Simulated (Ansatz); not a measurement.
# ZrB2 (P6/mmm): phonon-mediated transition temperature, part 2 of 2

What Tc do the phonons of ZrB2 (P6/mmm) give, and how does it depend on μ*? The cell shown first is a relaxed one, from steps not shown here.

Ansatz 0.2.0; DFT PBE, scalar-relativistic, plane waves, PAW.

So far, log mean phonon energy ħω_log (meV): step 2 (electron–phonon run: q 3×3×2, k 9×9×6, scattering 12×12×12) 43.9.

## (3) Electron–phonon run: q 3×3×3, k 9×9×9, scattering 18×18×12

The next rung changes the q mesh, which sets the reach of the force constants and couplings; the k mesh of the density and its response; the scattering mesh, which samples the Fermi surface; the phonon self-energy between the q points, now taken in.

The input, input.yaml:

```yaml
crystal:
  lattice:
    - [3.1715708854, 0.0, 0.0]
    - [-1.5857854427, 2.7466609567, 0.0]
    - [0.0, 0.0, 3.5420140007]
  atoms:
    - { symbol: Zr, position: [0.0, 0.0, 0.0] }
    - { symbol: B, position: [0.3333333333, 0.6666666667, 0.5] }
    - { symbol: B, position: [0.6666666667, 0.3333333333, 0.5] }
kpoints:
  mp_grid: { grid: [9, 9, 9] }
hamiltonian:
  xc: pbe
scf:
  occupations: { method: methfessel_paxton, width: 0.2 }
output:
  eigenvalues: true
phonons:
  method: dfpt
  qmesh: [3, 3, 3]
  temperatures: { t_max: 1000, t_step: 50 }
  qpath:
    path:
      - [[0.0, 0.0, 0.0], [0.5, 0.0, 0.0], [0.33333333, 0.33333333, 0.0], [0.0, 0.0, 0.0], [0.0, 0.0, 0.5], [0.5, 0.0, 0.5], [0.33333333, 0.33333333, 0.5], [0.0, 0.0, 0.5]]
      - [[0.5, 0.0, 0.5], [0.5, 0.0, 0.0]]
      - [[0.33333333, 0.33333333, 0.5], [0.33333333, 0.33333333, 0.0]]
    npoints: 10
  electrical_resistivity:
    mesh: [18, 18, 12]
    temperatures: [20.0, 50.0, 77.0, 100.0, 150.0, 200.0, 300.0, 400.0, 600.0, 800.0]
  superconductivity: { mesh: [18, 18, 12] }
```

On the command line:

```
ansatz run input.yaml --threads 4 --pin off --max-ram 10240MiB --backend cpu --events-out ev --progress --plain --runs-dir out
```

Numbers of over 12 decimals in the logs are rounded to 6 here.

The log of the run:

```text
[...]
Crystal: 3 atoms, lattice volume = 30.855 Å³
Basis set: ecut = 420 eV, 575 PW (Γ), exchange–correlation on 48×48×48 points (8 copies of the dense FFT grid, shifted against one another)
Bands: 13, of which v1, the nominal top of the filled ones, is band 9 counted from 1 (8 counted from 0)
Symmetry: 24 space group operations
k-points: 60 of 729
[...]
SCF iter   1: F=—  HF=-4498.712869 eV  |F-HF|=—  |Δ(HF+E_count)|=         —  Δρ=1.57e-3  dr2=7.42e-4  ethr=1.77e-3  ⟨swp⟩=4.8  Hψ=3793  notcnv=0
[...]
SCF iter   9: F=-4498.712684 eV  HF=-4498.712684 eV  |F-HF|=9.09e-13  |Δ(HF+E_count)|=  2.55e-11  S|Δr|=    0.00e0  Δρ=6.53e-8  dr2=7.32e-13  ethr=1.00e-12  ⟨swp⟩=5.1  Hψ=3087  notcnv=0
SCF 1 converged in 9 iterations: F = -4498.712684 eV  dr2 = 7.32e-13
[...]
SCF iter   4: F=-4498.712684 eV  HF=-4498.712684 eV  |F-HF|=2.73e-12  |Δ(HF+E_count)|=  6.37e-12  S|Δr|=    0.00e0  Δρ=1.68e-7  dr2=5.26e-12  ethr=1.00e-12  ⟨swp⟩=2.1  Hψ=1632  notcnv=0
SCF 2 converged in 4 iterations: F = -4498.712684 eV  dr2 = 5.26e-12
[...]
NSCF: frozen V_eff on 60 k-points
[...]
SCF iter   1: F=—  HF=-4498.712869 eV  |F-HF|=—  |Δ(HF+E_count)|=         —  Δρ=1.57e-3  dr2=7.42e-4  ethr=1.77e-3  ⟨swp⟩=4.8  Hψ=3793  notcnv=0
[...]
SCF iter   9: F=-4498.712684 eV  HF=-4498.712684 eV  |F-HF|=0.00e0  |Δ(HF+E_count)|=  2.55e-11  S|Δr|=    0.00e0  Δρ=6.49e-8  dr2=7.24e-13  ethr=1.00e-12  ⟨swp⟩=2.9  Hψ=1856  notcnv=0
SCF 3 converged in 9 iterations: F = -4498.712684 eV  dr2 = 7.24e-13
[...]
SCF converged after 9 iterations
[...]
Free energy (F): -4498.712684 eV
[...]
Internal energy: -4498.710610 eV  (E = F + TS)
E sigma→0 (E₀):  -4498.712165 eV
Entropy (-TS):   -0.002073 eV (-0.691 meV/atom)
Fermi energy:    15.770637 eV
[...]
--- Band table (eV; the first three rows and the last of 60) ---
  k-point 0: bands = [... 5 lower, 13.1264, 13.1264, 13.1566, 13.3709, 19.1207, 19.1207, 19.8768, 19.8768]
  k-point 1: bands = [... 5 lower, 12.0690, 13.2414, 13.2414, 14.4011, 18.3055, 18.3055, 19.5089, 19.5089]
  k-point 2: bands = [... 5 lower, 10.8446, 13.5786, 13.5786, 15.5190, 17.2648, 17.2648, 18.6098, 18.6098]
  k-point 59: bands = [... 5 lower, 7.0311, 10.7338, 13.0669, 13.0669, 19.7674, 21.4502, 21.4502, 22.3683]
[...]
ASR residual: 8.785e-5 → 0.000e0 eV/Å²; symmetrization residual: 1.808e-7 eV/Å²
  ASR residual per site (eV/Å²): 8.79e-5 4.92e-6 4.92e-6
  Γ frequencies (cm⁻¹): 0.00 0.00 0.00 445.16 445.16 467.95 525.60 759.18 759.18
--- Phonons (arbitrary-q DFPT): 6 irreducible q on the 3×3×3 mesh ---
[...]
interpolated dispersion: 93 rows × 9 modes
[...]
--- Electrical resistivity: potentials and phonons of a 3×3×3 supercell ---
[...]
at the Fermi level of each mesh (of a tensor a third of its trace):
[...]
18×18×12                     0.1261              4.2246    0.1047    0.1091          44.062
          9×9×6                     0.1552              4.5436    0.1206    0.1267          41.148
  resistivity on the deck's mesh, µΩ·cm:
[...]
20.00     2.5536e-4              no     2.4925e-4     2.4925e-4     2.6759e-4       5.4979e-4         3.9336e-4
     50.00     2.4934e-2              no     2.3378e-2     2.3378e-2     2.8044e-2       4.7700e-2         2.6102e-2
     77.00     1.8047e-1              no     1.6459e-1     1.6459e-1     2.1225e-1       2.6965e-1         1.8243e-1
    100.00     4.4999e-1              no     4.0481e-1     4.0481e-1     5.4034e-1       5.8324e-1         4.4923e-1
    150.00      1.3261e0              no      1.1807e0      1.1807e0      1.6168e0        1.5215e0          1.3123e0
    200.00      2.4671e0              no      2.1928e0      2.1928e0      3.0156e0        2.7107e0          2.4359e0
    300.00      5.1688e0              no      4.5974e0      4.5974e0      6.3117e0        5.4468e0          5.0951e0
    400.00      8.0065e0              no      7.1264e0      7.1264e0      9.7667e0        8.3072e0          7.8869e0
    600.00      1.3539e1              no      1.2036e1      1.2036e1      1.6545e1        1.4037e1          1.3320e1
    800.00      1.8900e1              no      1.6757e1      1.6757e1      2.3185e1        1.9820e1          1.8562e1
[...]
vibrations of 27 cells: unjudged by the run; compare a larger repeat
[...]
at the force constants' own smearing the fine mesh and the k-points of their solves give squared frequencies that differ by 8.3 % of the larger at the most, at (0, 0, 0)
--- Superconductivity: potentials and phonons of a 3×3×3 supercell ---
           mesh         λ    ħω_log (meV)  μ* declared at (meV)
       18×18×12    0.1047          44.062               55.548
          9×9×6    0.1206          41.148               52.688
  λ by the species' shares of the modes' patterns: Zr 0.0539, B 0.0508
[...]
0.08      0.000         0.000    none_found    none_found    none_found    none_found     none_found
      0.10          -             -    none_found    none_found    none_found    none_found     none_found
      0.12          -             -    none_found    none_found    none_found    none_found     none_found
      0.13          -             -    none_found    none_found    none_found    none_found     none_found
      0.14          -             -    none_found    none_found    none_found    none_found     none_found
      0.16          -             -    none_found    none_found    none_found    none_found     none_found
      0.20          -             -    none_found    none_found    none_found    none_found     none_found
  none_found: no transition down to 0.1 K
[...]
not converged in the mesh (λ): between neighbouring meshes, the two finest first, λ moves by 15.13 % and the anisotropic transition temperature over the full bandwidth at μ* = 0.13 by nothing (neither mesh has one); converged means that the two finest part by at most 2.00 % and 5.00 %
  vibrations of 27 cells: unjudged by the run; compare a larger repeat
[...]
```

Run time: 4.9 min. Hardware: 4 threads of Arm Neoverse V2, shared host; peak memory 3.4 GiB; 19 min of CPU time.

Numbers from this step:

| Property | Result |
| --- | --- |
| highest frequency, solved or plainly interpolated | 775 cm⁻¹ |
| resistivity at 300 K | 5.169 μΩ cm, mean of the axes |
| coupling constant λ | 0.1047 |
| density of states at the Fermi level | 0.1261 states/eV a spin and cell |
| log mean phonon energy ħω_log | 44.06 meV |
| transport coupling constant λ_tr | 0.1053, 0.1053, 0.1166 (xx, yy, zz) |
| Drude plasma energy | 4.346, 4.346, 3.971 eV (xx, yy, zz) |
| resistivity times mean free path | 24.37, 24.37, 28.15 × 10⁻¹⁶ Ω m² (xx, yy, zz) |
| second-moment phonon energy ħω₂ | 55.55 meV |

An empty cell: under 1 mK by a formula, or no transition down to the floor of the Eliashberg search. Transition temperatures:

| μ* | McMillan Tc (K) | Allen–Dynes Tc (K) |
| --- | --- | --- |
| 0.08 | - | - |
| 0.1 | - | - |
| 0.12 | - | - |
| 0.13 | - | - |
| 0.14 | - | - |
| 0.16 | - | - |
| 0.2 | - | - |

The Eliashberg function α²F has structure finer than the step of the table below, so its rows give means over 2.5 meV, whole bins alone (the curve runs from 0.378 to 96.4 meV). Peaks (meV: height): α²F 27.60: 0.146, 32.89: 0.0625, 69.19: 0.134, 88.84: 0.0952, 95.65: 0.0589; α²F tr 27.60: 0.157, 32.89: 0.0637, 69.19: 0.144, 88.84: 0.106.

Eliashberg function α²F against phonon energy; means over each step:

| phonon energy (meV) | α²F | α²F tr |
| --- | --- | --- |
| 2.5 | 0 | 0 |
| 5.0 | 5.0e-5 | 5.0e-5 |
| 7.5 | 2.6e-4 | 2.1e-4 |
| 10.0 | 4.9e-4 | 3.6e-4 |
| 12.5 | 8.1e-4 | 6.0e-4 |
| 15.0 | 0.00150 | 0.00113 |
| 17.5 | 0.00284 | 0.00244 |
| 20.0 | 0.00510 | 0.00477 |
| 22.5 | 0.00984 | 0.00985 |
| 25.0 | 0.0268 | 0.0261 |
| 27.5 | 0.104 | 0.112 |
| 30.0 | 0.0810 | 0.0812 |
| 32.5 | 0.0527 | 0.0528 |
| 35.0 | 0.0219 | 0.0246 |
| 37.5 | 1.5e-4 | 2.3e-4 |
| 40.0 | 0 | 0 |
| 42.5 | 0 | 0 |
| 45.0 | 0 | 0 |
| 47.5 | 0 | 0 |
| 50.0 | 8.4e-5 | 5.6e-5 |
| 52.5 | 9.3e-4 | 6.1e-4 |
| 55.0 | 0.00412 | 0.00283 |
| 57.5 | 0.00942 | 0.00832 |
| 60.0 | 0.0184 | 0.0198 |
| 62.5 | 0.0546 | 0.0571 |
| 65.0 | 0.0885 | 0.0912 |
| 67.5 | 0.0983 | 0.111 |
| 70.0 | 0.0981 | 0.105 |
| 72.5 | 0.0608 | 0.0601 |
| 75.0 | 0.0291 | 0.0289 |
| 77.5 | 0.0198 | 0.0220 |
| 80.0 | 0.0253 | 0.0281 |
| 82.5 | 0.0154 | 0.0181 |
| 85.0 | 0.0101 | 0.0129 |
| 87.5 | 0.0492 | 0.0570 |
| 90.0 | 0.0603 | 0.0692 |
| 92.5 | 0.0373 | 0.0414 |
| 95.0 | 0.0485 | 0.0464 |

The Eliashberg function α²F has structure finer than the step of the table below, so its rows give means over 2.5 meV, whole bins alone (the curve runs from 0.378 to 96.4 meV). Peaks (meV: height): α²F 27.60: 0.146, 32.89: 0.0625, 69.19: 0.134, 88.84: 0.0952, 95.65: 0.0589; Zr 27.60: 0.143, 32.89: 0.0618; B 69.19: 0.134, 88.84: 0.0949, 95.65: 0.0589.

The Eliashberg function α²F by phonon energy; means over each step:

| phonon energy (meV) | α²F | Zr | B |
| --- | --- | --- | --- |
| 2.5 | 0 | 0 | 0 |
| 5.0 | 5.0e-5 | 3.8e-5 | 0 |
| 7.5 | 2.6e-4 | 2.0e-4 | 4.8e-5 |
| 10.0 | 4.9e-4 | 4.2e-4 | 1.0e-4 |
| 12.5 | 8.1e-4 | 7.1e-4 | 1.1e-4 |
| 15.0 | 0.00150 | 0.00128 | 2.1e-4 |
| 17.5 | 0.00284 | 0.00248 | 3.6e-4 |
| 20.0 | 0.00510 | 0.00456 | 5.2e-4 |
| 22.5 | 0.00984 | 0.00910 | 7.3e-4 |
| 25.0 | 0.0268 | 0.0256 | 0.00122 |
| 27.5 | 0.104 | 0.102 | 0.00194 |
| 30.0 | 0.0810 | 0.0802 | 7.2e-4 |
| 32.5 | 0.0527 | 0.0521 | 5.1e-4 |
| 35.0 | 0.0219 | 0.0217 | 1.8e-4 |
| 37.5 | 1.5e-4 | 1.5e-4 | 0 |
| 40.0 | 0 | 0 | 0 |
| 42.5 | 0 | 0 | 0 |
| 45.0 | 0 | 0 | 0 |
| 47.5 | 0 | 0 | 0 |
| 50.0 | 8.4e-5 | 0 | 8.4e-5 |
| 52.5 | 9.3e-4 | 8.9e-6 | 9.0e-4 |
| 55.0 | 0.00412 | 3.6e-4 | 0.00376 |
| 57.5 | 0.00942 | 7.4e-4 | 0.00867 |
| 60.0 | 0.0184 | 0.00108 | 0.0174 |
| 62.5 | 0.0546 | 0.00247 | 0.0521 |
| 65.0 | 0.0885 | 0.00229 | 0.0863 |
| 67.5 | 0.0983 | 7.4e-4 | 0.0976 |
| 70.0 | 0.0981 | 2.4e-4 | 0.0979 |
| 72.5 | 0.0608 | 1.0e-4 | 0.0607 |
| 75.0 | 0.0291 | 1.0e-4 | 0.0290 |
| 77.5 | 0.0198 | 1.0e-4 | 0.0197 |
| 80.0 | 0.0253 | 1.4e-4 | 0.0251 |
| 82.5 | 0.0154 | 9.3e-5 | 0.0153 |
| 85.0 | 0.0101 | 8.6e-6 | 0.0100 |
| 87.5 | 0.0492 | 1.9e-4 | 0.0490 |
| 90.0 | 0.0603 | 1.8e-4 | 0.0602 |
| 92.5 | 0.0373 | 9.3e-5 | 0.0373 |
| 95.0 | 0.0485 | 2.0e-5 | 0.0484 |

## (4) What came out

```
meshes                        : q 3×3×3, k 9×9×9, scattering 18×18×12
coupling constant λ           : 0.105
log mean phonon energy ħω_log : 44.1 meV
```

In words: In the last run (PBE, q 3×3×3, k 9×9×9, scattering 18×18×12), with λ = 0.10 and ħω_log = 44.1 meV, Tc at μ* = 0.13 is under 1 mK by the formulas. In that run Allen and Dynes's formula gives no transition above 0.05 K at μ* = 0.10 or more. By the run's own test λ is not converged in the fine mesh: it moves by 15 % between the two finest. The run's transport test calls it not converged in the mesh; ρ(300 K) moves by 78 % in the component that moves most. Over the runs, λ takes the values 0.111 and 0.105, in the order shown. μ* is a typed number, phonons are harmonic, and spin fluctuations are left out; with λ this near or under μ*(1 + 0.62 λ), the formulas give Tc only to its order of magnitude, or none.

[Logs are printed without paths, hosts, clocks, repeated set-up lines and the standing remarks that a program may print on its own settings, such as how far it seeks lower states.]

[Hosts, paths, dates, database ids (printed as entryN), source tags and the programs' standing remarks are cut or masked in the printed files.]
